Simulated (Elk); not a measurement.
## GdMg2Si2: moments or none

Aim: find out whether GdMg2Si2 carries moments when they start parallel, and what they gain.

Calculated with Elk 11.2.3 (patched build); PBE; all-electron APW+lo, Dirac cores, scalar-relativistic bands.

Report form: the programs' logs are mostly left out.

### 1. The starting structure

It takes space group I4/mmm (No. 139, tetragonal). The conventional cell has a = 4.366 Å, b = 4.366 Å, c = 10.776 Å, α = 90.00°, β = 90.00°, γ = 90.00°. Gd has 8 Si at 3.34 Å and 8 Mg at 3.47 Å nearest. Nearest to Mg lie 4 Si at 2.60 Å and 4 Mg at 3.09 Å and 4 Gd at 3.47 Å. Nearest to Si lie 1 Si at 2.56 Å and 4 Mg at 2.60 Å and 4 Gd at 3.34 Å. invented: EuZn2Ge2 (I4/mmm) with Si for Ge, Mg for Zn, Gd for Eu. Farther neighbours are not listed.

The cell is a made-up one and need not be a known phase.

The settings of this session are not all sound (see the inputs), so it shows what such settings give, not the properties of the crystal.

### 2. Run 1 (ferro +)

Parallel moments need no larger cell; this start tests for a ferromagnetic state only.

Moments are seeded by fields in the spheres (the last three columns under atoms), set against the wanted direction and reduced each loop.

File elk.in:

```
tasks
  0
  33
  73

xctype
  20

rgkmax
  5.5

nempty
  5

swidth
  0.002

reducebf
  0.6

epsengy
  1e-05

maxscl
  100

lmaxi
  3

spinpol
  .true.

sppath
  './'

avec
  -4.12497355333 4.12497355333 10.18211836977
  4.12497355333 -4.12497355333 10.18211836977
  4.12497355333 4.12497355333 -10.18211836977

atoms
  3
  'Gd.in'
  1
  0.0000000000 0.0000000000 0.0000000000   0.000000 0.000000 -0.750000
  'Mg.in'
  2
  0.2500000000 0.7500000000 0.5000000000   0.000000 0.000000 0.000000
  0.7500000000 0.2500000000 0.5000000000   0.000000 0.000000 0.000000
  'Si.in'
  2
  0.6186613400 0.6186613400 0.0000000000   0.000000 0.000000 0.000000
  0.3813386600 0.3813386600 0.0000000000   0.000000 0.000000 0.000000

ngridk
  8 8 8

plot3d
  0 0 0
  1 0 0
  0 1 0
  0 0 1
  32 32 32
```

Run with:

```sh
$ OMP_NUM_THREADS=4 elk
```

Wall time 4.4 min (4 threads of Arm Neoverse V1, shared host); peak memory 0.56 GiB.

Spin moment in the muffin-tin sphere by atom:

| atom | spin moment in the muffin-tin sphere (μB) |
| --- | --- |
| Gd1 | 6.93 |
| Mg2 | 0.00 |
| Mg3 | 0.00 |
| Si4 | -0.01 |
| Si5 | -0.01 |

Read from the output:

* density of states at the Fermi level: 3.924 states/eV/cell
* moment between the spheres: 0.2826 μB
* magnetization: 7.196 μB
* final state: ferromagnetic

After 27 cycles the largest moment stands at 6.93 μB.

### 3. Start 2: no spin polarisation

A run without seeds gives the energy of the state without moments.

Edit elk.in of step 2 so:

```diff
@@ -2,4 +2,2 @@
   0
-  33
-  73
 
@@ -17,5 +15,2 @@
 
-reducebf
-  0.6
-
 epsengy
@@ -28,5 +23,2 @@
   3
-
-spinpol
-  .true.
 
@@ -44,3 +36,3 @@
   1
-  0.0000000000 0.0000000000 0.0000000000   0.000000 0.000000 -0.750000
+  0.0000000000 0.0000000000 0.0000000000   0.000000 0.000000 0.000000
   'Mg.in'
@@ -56,8 +48 @@
   8 8 8
-
-plot3d
-  0 0 0
-  1 0 0
-  0 1 0
-  0 0 1
-  32 32 32
```

Run with:

```sh
$ OMP_NUM_THREADS=4 elk
```

The job ended after 46 s (4 threads; peak memory 0.2 GiB).

Read from the output:

* density of states at the Fermi level: 50.93 states/eV/cell
* final state: non-magnetic (no spin polarisation)

It lies 7185 meV a seeded atom over the first start.

### 4. Energies of the orders

These are free energies at a smearing of 0.0544 eV, so its entropy term is in the differences. They are divided by the number of seeded atoms, so that cells of unlike size compare.

Orders:

| start | final state | typed order kept | energy over the lowest (meV a seeded atom) | largest sphere moment (μB) | net moment (μB a primitive cell) | DOS at the Fermi level (states/eV a primitive cell) | mesh matched | CPU time (s) |
| --- | --- | --- | --- | --- | --- | --- | --- | --- |
| ferro + | ferromagnetic | yes | 0 | 6.932 | 7.196 | 3.924 | yes | 1026 |
| no spin polarisation | non-magnetic | - | 7184 | 0 | 0 | 50.93 | yes | 164.4 |

### 5. The lowest state with spin–orbit coupling

Orbital moments arise only with spin–orbit coupling, and measured moments hold them.

The run goes on from the saved lowest state, with the moments along the z axis of the cell.

Edit elk.in of step 3 so:

```diff
@@ -1,3 +1,4 @@
 tasks
-  0
+  1
+  15
 
@@ -15,2 +16,5 @@
 
+reducebf
+  0.6
+
 epsengy
@@ -23,2 +27,11 @@
   3
+
+spinpol
+  .true.
+
+spinorb
+  .true.
+
+cmagz
+  .true.
 
@@ -36,3 +49,3 @@
   1
-  0.0000000000 0.0000000000 0.0000000000   0.000000 0.000000 0.000000
+  0.0000000000 0.0000000000 0.0000000000   0.000000 0.000000 -0.000750
   'Mg.in'
```

Run with:

```sh
$ OMP_NUM_THREADS=4 elk
```

The job ended after 4.8 min (4 threads; peak memory 0.56 GiB).

Spin moment in the muffin-tin sphere by atom:

| atom | spin moment in the muffin-tin sphere (μB) |
| --- | --- |
| Gd1 | 6.86 |
| Mg2 | 0.00 |
| Mg3 | 0.00 |
| Si4 | -0.01 |
| Si5 | -0.01 |

Numbers from this step:

```
density of states at the Fermi level : 4.473 states/eV/cell
moment between the spheres           : 0.2870 μB
magnetization                        : 7.129 μB
final state                          : ferromagnetic
```

Orbital moment <L> in the sphere by atom:

| atom | x (μB) | y (μB) | z (μB) | size |
| --- | --- | --- | --- | --- |
| Gd1 | 0.000 | 0.000 | 0.366 | 0.366 |
| Mg2 | 0.000 | 0.000 | 0.000 | 0.000 |
| Mg3 | 0.000 | 0.000 | 0.000 | 0.000 |
| Si4 | 0.000 | 0.000 | 0.001 | 0.001 |
| Si5 | 0.000 | 0.000 | 0.001 | 0.001 |

### 6. Outcome

- lower run: with moments
- largest site moment: 6.93 μB
- energy gained by spin polarisation: 7184 meV a seeded atom
- with spin–orbit coupling: largest spin moment and its orbital moment: 6.86 and 0.366 μB

The crystal holds moments, up to 6.93 μB, and gains 7184 meV a seeded atom by them. The shell is near half filling, so the orbital moment is small beside the spin. A half-filled f shell should have none: without a U, f states near the Fermi level give this artefact. No antiferromagnetic order was tried, so the session says nothing on how the moments order. The f shell is half filled, so the spin-only picture is fair.

[Logs and program files are shortened in this print: banners, set-up blocks, solver, clock and traceback lines can be left out without a mark of their own.]

[Logs are printed without paths, hosts, clocks, repeated set-up lines and the standing remarks that a program may print on its own settings, such as how far it seeks lower states.]

[Hosts, paths, dates, database ids (printed as entryN), source tags and the programs' standing remarks are cut or masked in the printed files.]

[Where a cell is said to come from a database of computed structures, the database is the Materials Project.]
